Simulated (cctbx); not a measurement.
# EuMgZr: as given, inverted or twinned?

Space group P6_3mc (no. 186), a = 4.8620 Å, b = 4.8620 Å, c = 7.7130 Å, α = 90.00°, β = 90.00°, γ = 120.00°.

| atom | mult. | x | y | z | Ueq (Å²) |
| --- | --- | --- | --- | --- | --- |
| Eu1 | 2 | 0 | 0 | 0.2525 | 0.0052 |
| Zr1 | 2 | 1/3 | 2/3 | 0.4663 | 0.0046 |
| Mg1 | 2 | 1/3 | 2/3 | 0.0565 | 0.0117 |

The model was made for the exercise: a known structure type with other elements put in, its volume estimated, not relaxed; displacement parameters are assumed.

Data sets are simulated with cctbx and refined with Bijvoet mates kept apart; Flack x is then fitted as the share of an inverted twin with the atoms fixed, Hooft y from the Bijvoet differences. The group is acentric but holds improper operations, so there is an absolute structure (orientation) and no hand.

Untwinned crystal. What Flack and Hooft values should come out?

```
  λ (Å)  extinction (unmodelled)  d min (Å)  top counts  error (%)     model      R1  Flack x   s.u.  Hooft y   s.u.  pairs
0.71073                        0       0.77       20000          4  as given  0.0084     0.03   0.04    0.009  0.025     77
0.71073                        0       0.77       20000          4  inverted  0.0233     0.97   0.05    1.023  0.027     77
1.54184                        0       0.83       40000          6  as given  0.0125    0.002  0.003    0.004  0.006     61
```

With Mo Kα, x is within 3 s.u. of 0, so the absolute structure is right. With Cu Kα, x is within 3 s.u. of 0, so the absolute structure is right. Inverting the model turns x into about 1 − x.

A further crystal gives:

```
  λ (Å)  extinction (unmodelled)  d min (Å)  top counts  error (%)     model      R1  Flack x  s.u.  Hooft y   s.u.  pairs
0.71073                        0        0.8       20000          2  as given  0.0163     0.83  0.04    0.816  0.023     67
```

**Question.** What is it?

It was simulated as an inversion twin with a fraction 0.8 of the inverted domain. Flack x is over 3 s.u. from both 0 and 1 and reads that fraction.

[Logs are printed without paths, hosts, clocks, repeated set-up lines and the standing remarks that a program may print on its own settings, such as how far it seeks lower states.]
